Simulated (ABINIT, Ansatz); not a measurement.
## How the form of the self-energy moves the gap of ZrSe3 (P2_1/m)

Aim: compare treatments of exchange, screening and correlation for the gap of ZrSe3 (P2_1/m).

Main program and level: ABINIT 10.8.3; LDA and many-body steps on it, plane waves.

### Step 1. Starting point

The structure is monoclinic, space group P2_1/m (No. 11). Conventional cell: a = 5.411 Å, b = 3.749 Å, c = 9.444 Å, α = 90.00°, β = 97.48°, γ = 90.00°. Nearest to Zr lie 8 Se at 2.72 to 2.87 Å. Nearest to Se lie 4 Zr at 2.72 to 2.87 Å. Se has 1 Se at 2.34 Å and 2 Zr at 2.73 Å nearest. Nearest to Se lie 1 Se at 2.34 Å and 2 Zr at 2.74 Å. Farther neighbours and most contacts between anions are not listed.

Coordinates:

```cif
data_structure
_symmetry_space_group_name_H-M 'P 1'
_symmetry_Int_Tables_number 1
_cell_length_a 5.4109
_cell_length_b 3.7488
_cell_length_c 9.4440
_cell_angle_alpha 90.000
_cell_angle_beta 97.480
_cell_angle_gamma 90.000
_cell_volume 189.94
loop_
_atom_site_label
_atom_site_type_symbol
_atom_site_fract_x
_atom_site_fract_y
_atom_site_fract_z
_atom_site_occupancy
Zr1 Zr 0.28500 0.25000 0.65600 1
Zr2 Zr 0.71500 0.75000 0.34400 1
Se3 Se 0.76200 0.25000 0.55400 1
Se4 Se 0.23800 0.75000 0.44600 1
Se5 Se 0.45600 0.25000 0.17400 1
Se6 Se 0.54400 0.75000 0.82600 1
Se7 Se 0.88800 0.25000 0.16900 1
Se8 Se 0.11200 0.75000 0.83100 1
```

The cell and positions come from the Crystallography Open Database and are kept as given unless a step says otherwise.

### Step 2. Empty states on the mesh, 2×4×1 mesh, 430 bands

This step: ABINIT 10.8.3; DFT, LDA, plane waves, norm-conserving pseudopotentials.

The sums over transitions need many empty states on a uniform mesh; this step solves for them.

Input file run.abi:

```
acell 3*1.0 Angstrom
rprim 
  5.410900000000 -0.000000000000 -0.000000000000
  -0.000000000000 3.748800000000 0.000000000000
  -1.229420909100 0.000000000000 9.363634990100
ntypat 2
znucl 40 34
natom 8
typat 1 1 2 2 2 2 2 2
xred 
  0.285000000000 0.250000000000 0.656000000000
  0.715000000000 0.750000000000 0.344000000000
  0.762000000000 0.250000000000 0.554000000000
  0.238000000000 0.750000000000 0.446000000000
  0.456000000000 0.250000000000 0.174000000000
  0.544000000000 0.750000000000 0.826000000000
  0.888000000000 0.250000000000 0.169000000000
  0.112000000000 0.750000000000 0.831000000000
pp_dirpath "pseudos"
pseudos "Zr.upf, Se.upf"
ecut 48
ngkpt 2 4 1
nshiftk 1
shiftk 0 0 0
kptopt 1
chksymbreak 0
iscf -2
irdden 1
istwfk *1
nband 430
nbdbuf 38
tolwfr 1e-09
nstep 60
prtvol 0
indata_prefix "in"
outdata_prefix "out"
tmpdata_prefix "tmp"
```

On the command line:

```console
OMP_NUM_THREADS=2 mpirun -n 6 abinit run.abi > log
```

Numbers of over 12 decimals in the logs are rounded to 6 here.

The log of the run:

```text
.Version 10.8.3 of ABINIT. v10.8.2 released Aug 2026.

 Symmetries : space group P2_1/m (# 11); Bravais mP (primitive monocl.)
[... echo of the input left out ...]
== DATASET  1 ==================================================================
-   mpi_nproc: 6, omp_nthreads: 2 (-1 if OMP is not activated)

--- !DatasetInfo
iteration_state: {dtset: 1, }
dimensions: {natom: 8, nkpt: 6, mband: 430, nsppol: 1, nspinor: 1, nspden: 1, mpw: 20400, }
cutoff_energies: {ecut:  48.0, pawecutdg:  -1.0, }
[...]
2.99491    2.99770    2.99933    3.00871    3.00896    3.01270    3.01762    3.03212
   3.03286    3.03852    3.05066    3.05267    3.05480    3.05864    3.06404    3.07966
   3.08505    3.08897    3.09293    3.10133    3.10798    3.11354
 prteigrs : prtvol=0 or 1, do not print more k-points.

== END DATASET(S) ==============================================================
================================================================================

 -outvars: echo values of variables after computation  --------
            nband         430
             nkpt           6
          spgroup          11
 [... the other variables as echoed above ...]

 Calculation completed.
```

Wall time 6 min (6 MPI ranks of Arm Neoverse V2, shared host); peak memory 1.7 GiB.

Numbers from this step:

| Item | Value |
| --- | --- |
| gap | 0.2917 eV |
| k of the valence top | 0, 0, 0 |
| k of the conduction bottom | 0.5, 0, 0 |
| least direct gap | 0.5951 eV |
| k points computed | 6 |
| lowest point of the top converged band, above the valence top | 70.3493 eV |

On this mesh the gap is 0.292 eV.

The density comes from a self-consistent run that is not shown.

### Step 3. Screening, 2×4×1 mesh, 209 bands, screening to 114.3 eV

The RPA dielectric matrix is built and inverted for each q.

This step: RPA screening on LDA, plane waves, norm-conserving pseudopotentials.

Changes to run.abi since step 2:

```diff
@@ -26,10 +26,11 @@
 chksymbreak 0
-iscf -2
-irdden 1
 istwfk *1
-nband 430
-nbdbuf 38
-tolwfr 1e-09
-nstep 60
-prtvol 0
+occopt 1
+irdwfk 1
+optdriver 3
+nband 209
+ecuteps 4.2
+inclvkb 2
+awtr 1
+symchi 1
 indata_prefix "in"
```

On the command line:

```console
OMP_NUM_THREADS=1 mpirun -n 16 abinit run.abi > log
```

The log of the run:

```text
.Version 10.8.3 of ABINIT. v10.8.2 released Aug 2026.

 Symmetries : space group P2_1/m (# 11); Bravais mP (primitive monocl.)
[... echo of the input left out ...]
== DATASET  1 ==================================================================
-   mpi_nproc: 16, omp_nthreads: 1 (-1 if OMP is not activated)

--- !DatasetInfo
iteration_state: {dtset: 1, }
dimensions: {natom: 8, nkpt: 6, mband: 209, nsppol: 1, nspinor: 1, nspden: 1, mpw: 20400, }
cutoff_energies: {ecut:  48.0, pawecutdg:  -1.0, }
electrons: {nelect:   1.68000000E+02, charge:   0.00000000E+00, occopt:   1.00000000E+00, tsmear:   1.00000000E-02, }

 SCREENING: Calculation of the susceptibility and dielectric matrices

 Based on a program developped by R.W. Godby, V. Olevano, G. Onida, and L. Reining.
 Incorporated in ABINIT by V. Olevano, G.-M. Rignanese, and M. Torrent.
.Using double precision arithmetic ; gwpc =  8

[... cell and pseudopotentials left out ...]
--------------------------------------------------------------------------------

 ==== K-mesh for the wavefunctions ====
 Number of points in the irreducible wedge :     6
[... list of points left out ...]
 Together with  4 symmetry operations and time-reversal symmetry
 yields     8 points in the full Brillouin Zone.

 ==== Q-mesh for the screening function ====
 Number of points in the irreducible wedge :     6
[... list of points left out ...]
 Together with  4 symmetry operations and time-reversal symmetry
 yields     8 points in the full Brillouin Zone.

 setmesh: FFT mesh size selected  =    45x   30x   72
          total number of points  =        97200

 vcoul_init : cutoff-mode = AUXILIARY_FUNCTION
 q-points for optical limit:   1
     1)      0.000010    0.000020    0.000030

- screening: taking advantage of time-reversal symmetry
- Maximum band index for partially occupied states nbvw = 84
- Remaining bands to be divided among processors   nbcw = 125
- Number of bands treated by each node ~7

 Number of electrons calculated from density =  168.0000; Expected =  168.0000
 average of density, n =  0.131071
 r_s =    1.2212
 omega_plasma =   34.9228 [eV]

 calculating chi0 at frequencies [eV] :
  1    0.000000E+00    0.000000E+00
  2    0.000000E+00    3.492278E+01

--------------------------------------------------------------------------------
  q-point number  1        q = ( 0.000000, 0.000000, 0.000000) [r.l.u.]
--------------------------------------------------------------------------------
[... chi0 elements left out ...]
 For q-point:  0.000010 0.000020 0.000030
  dielectric constant =  17.0457
  dielectric constant without local fields =  19.7442

  Average fulfillment of the sum rule on Im[epsilon] for q-point    1 :     30.17  [%]
[... wings left out ...]
  q-point number  2        q = ( 0.500000, 0.000000, 0.000000) [r.l.u.]
--------------------------------------------------------------------------------
[... chi0 elements left out ...]
  Average fulfillment of the sum rule on Im[epsilon] for q-point    2 :     31.79  [%]

 [... 4 further q-points ...]
```

The job ended after 2.3 min (16 MPI ranks; peak memory 20 GiB).

Numbers from this step:

```yaml
eps_infinity_with_local_fields_on_this_mesh_along_the_program_s_q_direction: 17.05
the_same_without_local_fields: 19.74
plasma_frequency: 34.92 eV
plane_waves_in_the_screening_matrix: 521
```

Local fields lower ε∞ by 14 %. On a Γ-centred mesh this coarse the value itself is usually too large, while a short band sum pulls it down.

### Step 4. G0W0, Godby-Needs plasmon pole

The self-energy is evaluated for the states that the input lists, and the levels follow from it, in one-shot runs by the linearised quasiparticle equation.

This step: G0W0 on LDA, plane waves, norm-conserving pseudopotentials.

Changes to run.abi since step 3:

```diff
@@ -29,8 +29,17 @@
 irdwfk 1
-optdriver 3
+optdriver 4
 nband 209
+gwcalctyp 0
+ecutsigx 48
+symsigma 1
+nkptgw 2
+kptgw 
+  0.0000000000 0.0000000000 0.0000000000
+  0.5000000000 0.0000000000 0.0000000000
+bdgw 
+  83 86
+  83 86
 ecuteps 4.2
-inclvkb 2
-awtr 1
-symchi 1
+irdscr 1
+ppmodel 1
 indata_prefix "in"
```

The log of the run:

```text
.Version 10.8.3 of ABINIT. v10.8.2 released Aug 2026.

 Symmetries : space group P2_1/m (# 11); Bravais mP (primitive monocl.)
[... echo of the input left out ...]
== DATASET  1 ==================================================================
-   mpi_nproc: 16, omp_nthreads: 1 (-1 if OMP is not activated)

--- !DatasetInfo
iteration_state: {dtset: 1, }
dimensions: {natom: 8, nkpt: 6, mband: 209, nsppol: 1, nspinor: 1, nspden: 1, mpw: 20400, }
cutoff_energies: {ecut:  48.0, pawecutdg:  -1.0, }
electrons: {nelect:   1.68000000E+02, charge:   0.00000000E+00, occopt:   1.00000000E+00, tsmear:   1.00000000E-02, }

 SIGMA: Calculation of the GW corrections

 Based on a program developped by R.W. Godby, V. Olevano, G. Onida, and L. Reining.
 Incorporated in ABINIT by V. Olevano, G.-M. Rignanese, and M. Torrent.
.Using double precision arithmetic ; gwpc =  8

[... cell and pseudopotentials left out ...]
--------------------------------------------------------------------------------

 ==== K-mesh for the wavefunctions ====
 Number of points in the irreducible wedge :     6
[... list of points left out ...]
 Together with  4 symmetry operations and time-reversal symmetry
 yields     8 points in the full Brillouin Zone.

 ==== Q-mesh for screening function ====
 Number of points in the irreducible wedge :     6
[... list of points left out ...]
 Together with  4 symmetry operations and time-reversal symmetry
 yields     8 points in the full Brillouin Zone.

 vcoul_init : cutoff-mode = AUXILIARY_FUNCTION
 q-points for optical limit:   1
     1)      0.000010    0.000020    0.000030
 setmesh: FFT mesh size selected  =    72x   48x  120
          total number of points  =       414720

 Number of electrons calculated from density =  168.0000; Expected =  168.0000
 average of density, n =  0.131071
 r_s =    1.2212
 omega_plasma =   34.9228 [eV]

 === KS Band Gaps ===
  >>>> For spin  1
   Minimum direct gap =   0.5953 [eV], located at k-point      :   0.5000  0.0000  0.0000
   Fundamental gap    =   0.2918 [eV], Top of valence bands at :   0.0000  0.0000  0.0000
                                       Bottom of conduction at :   0.5000  0.0000  0.0000
 SIGMA fundamental parameters:
 PLASMON POLE MODEL  1
 number of plane-waves for SigmaX                20343
 number of plane-waves for SigmaC and W            521
 number of plane-waves for wavefunctions         20343
 number of bands                                   209
 number of independent spin polarizations            1
 number of spinorial components                      1
 number of k-points in IBZ                           6
 number of q-points in IBZ                           6
 number of symmetry operations                       4
 number of k-points in BZ                            8
 number of q-points in BZ                            8
 number of frequencies for dSigma/dE                 9
 frequency step for dSigma/dE [eV]                0.25
 number of omega for Sigma on real axis              0
 max omega for Sigma on real axis  [eV]           0.00
 zcut for avoiding poles [eV]                     0.10

 EPSILON^-1 parameters (SCR file):
 dimension of the eps^-1 matrix on file            521
 dimension of the eps^-1 matrix used               521
 number of plane-waves for wavefunctions         20343
 number of bands                                   209
 number of q-points in IBZ                           6
 number of frequencies                               2
 number of real frequencies                          1
 number of imag frequencies                          1

 matrix elements of self-energy operator (all in [eV])

 Perturbative Calculation

--- !SelfEnergy_ee
iteration_state: {dtset: 1, }
kpoint     : [   0.000,    0.000,    0.000, ]
spin       : 1
KS_gap     :    0.626
QP_gap     :    1.028
Delta_QP_KS:    0.401
data: !SigmaeeData |
     Band     E0 <VxcDFT>   SigX SigC(E0)      Z dSigC/dE  Sig(E)    E-E0       E
       83   6.127 -15.080 -16.276   1.862   0.794  -0.259 -14.551   0.530   6.656
       84   6.253 -15.341 -16.921   2.243   0.795  -0.258 -14.814   0.526   6.779
       85   6.879 -13.260  -8.379  -3.716   0.797  -0.254 -12.332   0.928   7.807
       86   7.247 -13.681  -8.102  -4.263   0.793  -0.261 -12.637   1.044   8.290

--- !SelfEnergy_ee
iteration_state: {dtset: 1, }
kpoint     : [   0.500,    0.000,    0.000, ]
spin       : 1
KS_gap     :    0.595
QP_gap     :    1.172
Delta_QP_KS:    0.577
data: !SigmaeeData |
     Band     E0 <VxcDFT>   SigX SigC(E0)      Z dSigC/dE  Sig(E)    E-E0       E
       83   5.878 -15.025 -16.693   2.218   0.794  -0.260 -14.588   0.436   6.314
       84   5.949 -15.079 -16.666   2.148   0.794  -0.260 -14.633   0.446   6.395
       85   6.545 -14.133 -10.081  -2.762   0.793  -0.262 -13.111   1.022   7.567
       86   6.885 -14.406 -10.124  -2.896   0.792  -0.262 -13.308   1.098   7.983

== END DATASET(S) ==============================================================
================================================================================

 -outvars: echo values of variables after computation  --------
           etotal      0.0000000000E+00
            nband         209
             nkpt           6
          spgroup          11
 [... the other variables as echoed above ...]

 Calculation completed.
```

It took 16 s on 16 MPI ranks; peak memory 7 GiB.

This step gave:

- G0W0 gap on the points computed: 0.7880 eV
- starting gap on the mesh: 0.2917 eV
- k of the valence top: 0, 0, 0
- k of the conduction bottom: 0.5, 0, 0
- Z at the valence top: 0.795
- Z at the conduction bottom: 0.793
- least direct G0W0 gap on the computed points: 1.028 eV

The gap on the mesh goes from 0.29 eV to 0.79 eV, a correction of +0.50 eV.

### Step 5. G0W0, Engel-Farid plasmon pole

Changes to run.abi since step 4:

```diff
@@ -43,3 +43,3 @@
 irdscr 1
-ppmodel 1
+ppmodel 4
 indata_prefix "in"
```

The log of the run:

```text
.Version 10.8.3 of ABINIT. v10.8.2 released Aug 2026.

 Symmetries : space group P2_1/m (# 11); Bravais mP (primitive monocl.)
[... echo of the input left out ...]
== DATASET  1 ==================================================================
-   mpi_nproc: 16, omp_nthreads: 1 (-1 if OMP is not activated)

--- !DatasetInfo
iteration_state: {dtset: 1, }
dimensions: {natom: 8, nkpt: 6, mband: 209, nsppol: 1, nspinor: 1, nspden: 1, mpw: 20400, }
cutoff_energies: {ecut:  48.0, pawecutdg:  -1.0, }
electrons: {nelect:   1.68000000E+02, charge:   0.00000000E+00, occopt:   1.00000000E+00, tsmear:   1.00000000E-02, }

 SIGMA: Calculation of the GW corrections

 Based on a program developped by R.W. Godby, V. Olevano, G. Onida, and L. Reining.
 Incorporated in ABINIT by V. Olevano, G.-M. Rignanese, and M. Torrent.
.Using double precision arithmetic ; gwpc =  8

[... cell and pseudopotentials left out ...]
--------------------------------------------------------------------------------

 ==== K-mesh for the wavefunctions ====
 Number of points in the irreducible wedge :     6
[... list of points left out ...]
 Together with  4 symmetry operations and time-reversal symmetry
 yields     8 points in the full Brillouin Zone.

 ==== Q-mesh for screening function ====
 Number of points in the irreducible wedge :     6
[... list of points left out ...]
 Together with  4 symmetry operations and time-reversal symmetry
 yields     8 points in the full Brillouin Zone.

 vcoul_init : cutoff-mode = AUXILIARY_FUNCTION
 q-points for optical limit:   1
     1)      0.000010    0.000020    0.000030
 setmesh: FFT mesh size selected  =    72x   48x  120
          total number of points  =       414720

 Number of electrons calculated from density =  168.0000; Expected =  168.0000
[...]
number of omega for Sigma on real axis              0
 max omega for Sigma on real axis  [eV]           0.00
 zcut for avoiding poles [eV]                     0.10

 EPSILON^-1 parameters (SCR file):
 dimension of the eps^-1 matrix on file            521
 dimension of the eps^-1 matrix used               521
 number of plane-waves for wavefunctions         20343
 number of bands                                   209
 number of q-points in IBZ                           6
 number of frequencies                               2
 number of real frequencies                          1
 number of imag frequencies                          1

 matrix elements of self-energy operator (all in [eV])

 Perturbative Calculation

--- !SelfEnergy_ee
iteration_state: {dtset: 1, }
kpoint     : [   0.000,    0.000,    0.000, ]
spin       : 1
KS_gap     :    0.626
QP_gap     :    1.089
Delta_QP_KS:    0.463
data: !SigmaeeData |
     Band     E0 <VxcDFT>   SigX SigC(E0)      Z dSigC/dE  Sig(E)    E-E0       E
       83   6.127 -15.080 -16.276   1.748   0.803  -0.245 -14.637   0.444   6.570
       84   6.253 -15.341 -16.921   2.109   0.805  -0.242 -14.915   0.426   6.678
       85   6.879 -13.260  -8.379  -3.777   0.805  -0.243 -12.371   0.888   7.767
[...]
--- !SelfEnergy_ee
iteration_state: {dtset: 1, }
kpoint     : [   0.500,    0.000,    0.000, ]
spin       : 1
KS_gap     :    0.595
QP_gap     :    1.189
Delta_QP_KS:    0.594
data: !SigmaeeData |
     Band     E0 <VxcDFT>   SigX SigC(E0)      Z dSigC/dE  Sig(E)    E-E0       E
[...]
85   6.545 -14.133 -10.081  -2.873   0.800  -0.250 -13.190   0.943   7.488
       86   6.885 -14.406 -10.124  -3.000   0.799  -0.251 -13.381   1.024   7.910

== END DATASET(S) ==============================================================
================================================================================

 -outvars: echo values of variables after computation  --------
           etotal      0.0000000000E+00
            nband         209
             nkpt           6
          spgroup          11
 [... the other variables as echoed above ...]

 Calculation completed.
```

Run time: 17 s. Hardware: 16 MPI ranks; peak memory 6.8 GiB; 4.4 min of CPU time.

Numbers from this step:

```yaml
g0w0_gap_on_the_points_computed: 0.8100 eV
starting_gap_on_the_mesh: 0.2917 eV
k_of_the_valence_top: 0, 0, 0
k_of_the_conduction_bottom: 0.5, 0, 0
z_at_the_valence_top: 0.805
z_at_the_conduction_bottom: 0.8
least_direct_g0w0_gap_on_the_computed_points: 1.089 eV
```

Against G0W0 in ABINIT (2×4×1 mesh, 209 bands, screening to 114.3 eV, Godby-Needs plasmon pole), the gap moves by +0.022 eV.

(Part 1 of 2 ends here.)

[Paths, hosts, dates, memory and timing lines, banners, echoed tables and standing remarks are left out of the program output.]

[Logs are printed without paths, hosts, clocks, repeated set-up lines and the standing remarks that a program may print on its own settings, such as how far it seeks lower states.]

[Runs of the session that timed out or met a known fault of the program may be left out.]

[Hosts, paths, dates, database ids (printed as entryN), source tags and the programs' standing remarks are cut or masked in the printed files.]

[G0W0 gaps are taken among the corrected bands and points alone; a level outside them can change the order at an edge.]

[Where Ansatz stands beside ABINIT at settings called matched, ABINIT's density can come from a denser mesh and the files from another edition; pairs whose starting gaps differed by over 0.03 eV were left out, so agreement reads better than it is.]
